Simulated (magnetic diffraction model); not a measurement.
# Solving a magnetic structure from powder neutron data: Yb2HoTiCo2Si6

Space group Amm2 (no. 38), a = 4.0900 Å, b = 4.0680 Å, c = 24.7430 Å.

```csv
site,atom,x,y,z
2b,Yb,1/2,1/2,0.0371
2b,Yb,1/2,1/2,0.4010
2a,Ho,0,0,0.2194
2a,Co,0,0,0.0906
2a,Co,0,0,0.3473
2a,Ti,0,1/2,0.3074
2b,Si,1/2,0,0.3075
2b,Si,1/2,1/2,0.2049
2a,Si,0,1/2,0.4963
2b,Si,1/2,0,0.1293
2a,Si,0,0,0.4398
2a,Si,0,1/2,0.1301
```

This is a made-up structure (elements placed in a structure type, unrelaxed), so the numbers test the method and describe no known phase.

Only Yb, Ho and Co are taken to order (form factors of Yb3+, Ho3+ and Co2+); orders and moment sizes are assumed, and not adapted to the symmetry. Radiation: neutrons of λ = 1.909 Å, 5° to 45°; isotropic B of 0.35 Å² (Yb), 0.29 Å² (Ho), 0.56 Å² (Co), 0.55 Å² (Ti) and 0.49 Å² (Si). The intensities are simulated: I ∝ L Σ (|F_N|² + |F_M⊥|²) for unpolarised neutrons, with F_M = 2.695 fm/μB × Σ f(s) S exp(2πi Q·r) exp(−B s²) at Q = H ± k (one set where k and −k are equivalent), only the part normal to Q counting and L = 1/(sin²θ cos θ). For collinear order S is the moment m, which repeats by lattice and centring translations R with the sign exp(−2πi k·R). Form factors are spin-only for 3d ions and dipole or tabulated for f ions, scattering lengths are Sears's of 1992, and absorption is left out. A label names one of the reflections at its angle. The strongest nuclear line in the range is 100, and lines under 0.2 are left out.

Above the ordering temperature:

```
2θ (°)    index      I
  8.85  (0 0 2)  100.0
 17.75  (0 0 4)   14.7
 26.77  (0 0 6)   37.4
 26.99  (1 0 0)   20.9
 27.51  (0 1 1)    7.4
 28.46  (1 0 2)   18.6
 30.33  (0 1 3)   63.4
 32.49  (1 0 4)   25.9
 35.37  (0 1 5)   47.0
 35.95  (0 0 8)    5.0
 38.38  (1 0 6)   15.3
 38.92  (1 1 1)   72.1
 41.05  (1 1 3)   63.8
 41.92  (0 1 7)    0.4
```

Below it (cell unchanged):

```csv
2θ (°),I
8.85,443.4
17.75,119.5
26.77,94.6
26.99,20.9
27.51,122.1
28.46,29.5
30.33,117.3
32.49,45.1
35.37,101.9
35.95,23.3
38.38,31.1
38.92,104.3
41.05,99.7
41.92,28.4
```

**Question.** Find the propagation vector, then choose among these models:
A. collinear moments along [111], 2.2 μB on Yb, 7.7 μB on Ho and 1.98 μB on Co; signs + at (1/2, 1/2, 0.0371), − at (1/2, 1/2, 0.4010), − at (0, 0, 0.2194), − at (0, 0, 0.0906), + at (0, 0, 0.3473)
B. collinear moments along [100], 2.2 μB on Yb, 7.7 μB on Ho and 1.98 μB on Co; signs + at (1/2, 1/2, 0.0371), + at (1/2, 1/2, 0.4010), + at (0, 0, 0.2194), + at (0, 0, 0.0906), + at (0, 0, 0.3473)
C. collinear moments along [111], 2.2 μB on Yb, 7.7 μB on Ho and 1.98 μB on Co; signs + at (1/2, 1/2, 0.0371), + at (1/2, 1/2, 0.4010), + at (0, 0, 0.2194), + at (0, 0, 0.0906), + at (0, 0, 0.3473)
D. collinear moments along [100], 2.2 μB on Yb, 7.7 μB on Ho and 1.98 μB on Co; signs + at (1/2, 1/2, 0.0371), − at (1/2, 1/2, 0.4010), − at (0, 0, 0.2194), − at (0, 0, 0.0906), + at (0, 0, 0.3473)

No line moves, and magnetic intensity falls on nuclear lines such as the one at 8.85°, so the magnetic cell equals the chemical primitive cell: k = 0.

Magnetic intensity, observed (below minus above) and for each model:

| 2θ (°) | index | observed | A | B | C | D |
| --- | --- | --- | --- | --- | --- | --- |
| 8.85 | (0 0 2) | 343.4 | 17.7 | 124.5 | 6.4 | 343.4 |
| 17.75 | (0 0 4) | 104.8 | 5.4 | 14.9 | 0.8 | 104.8 |
| 26.77 | (0 0 6) | 57.2 | 3.0 | 82.9 | 4.3 | 57.2 |
| 27.51 | (0 1 1) | 114.7 | 109.0 | 77.7 | 73.9 | 114.7 |
| 28.46 | (1 0 2) | 10.9 | 97.7 | 11.1 | 99.4 | 10.9 |
| 35.37 | (0 1 5) | 55.0 | 33.1 | 1.9 | 1.1 | 55.0 |
| 38.92 | (1 1 1) | 32.3 | 60.9 | 74.0 | 139.8 | 32.3 |
| 41.05 | (1 1 3) | 35.8 | 56.2 | 0.4 | 0.6 | 35.8 |

Model D matches.

The structure used: k = (0 0 0), collinear moments along [100], 2.2 μB on Yb, 7.7 μB on Ho and 1.98 μB on Co; signs + at (1/2, 1/2, 0.0371), − at (1/2, 1/2, 0.4010), − at (0, 0, 0.2194), − at (0, 0, 0.0906), + at (0, 0, 0.3473).

[Logs are printed without paths, hosts, clocks, repeated set-up lines and the standing remarks that a program may print on its own settings, such as how far it seeks lower states.]
